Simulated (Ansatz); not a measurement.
Consider ZnSeO3 (Pnma).

```
Zn Se O
1.0
     6.00401    0.00000    0.00000
     0.00000    7.81049    0.00000
     0.00000    0.00000    5.13580
Zn Se O
4 4 12
Direct
  0.00000 0.50000 0.50000
  0.50000 0.50000 0.00000
  0.50000 0.00000 0.00000
  0.00000 0.00000 0.50000
  0.96177 0.75000 0.01273
  0.53823 0.25000 0.51273
  0.46177 0.75000 0.48727
  0.03823 0.25000 0.98727
  0.19565 0.42061 0.87548
  0.30435 0.57939 0.37548
  0.69565 0.07939 0.62452
  0.80435 0.92061 0.12452
  0.80435 0.57939 0.12452
  0.69565 0.42061 0.62452
  0.30435 0.92061 0.37548
  0.19565 0.07939 0.87548
  0.07740 0.25000 0.31925
  0.42260 0.75000 0.81925
  0.57740 0.25000 0.18075
  0.92260 0.75000 0.68075
```

The cell is the Materials Project's (PBE, PBE+U or r2SCAN) relaxed one; the ions were relaxed with r2SCAN.

Gaps computed with Ansatz 0.2.0 without a self-energy: r2SCAN 4.16 eV, r2SCAN+SOC 4.15 eV, HSE06 5.14 eV and HSE06+SOC 5.13 eV.

Q: Estimate the G0W0@r2SCAN gap with 4×2×4 mesh, 1546 empty bands, screening to 200 eV, hard PAW files.

About 5.69 eV: on its mesh the run moves the gap from 4.17 eV by +1.52 eV. Among the scalar-relativistic levels given, HSE06 is nearest (−0.55 eV). Bands and cutoff are finite, so the gap is not at the basis limit. The miss can reach some tenths of an eV and take either sign; the mesh is an error of its own. The 4×2×4 mesh is coarse for this cell (its supercell is 16 Å along the shortest edge). The RPA ε∞ on it, from the r2SCAN start, is 3.51, 3.86 and 4.01; such meshes misread the long-range screening, most where the gap is narrow. A d shell, filled or nearly so, lies near the gap. One-shot GW converges very slowly in bands there, not always from below, and on a semilocal start the gap tends to come out low; starts rich in exact exchange can overshoot instead. The many-body steps are scalar-relativistic: spin-orbit coupling is not in them.

[Paths, hosts, dates, memory and timing lines, banners, echoed tables and standing remarks are left out of the program output.]

[Logs are printed without paths, hosts, clocks, repeated set-up lines and the standing remarks that a program may print on its own settings, such as how far it seeks lower states.]

[Runs of the session that timed out or met a known fault of the program may be left out.]

[Cells called generated may have been cut or substituted from an entry of the Crystallography Open Database or the Materials Project.]

[Hosts, paths, dates, database ids (printed as entryN), source tags and the programs' standing remarks are cut or masked in the printed files.]
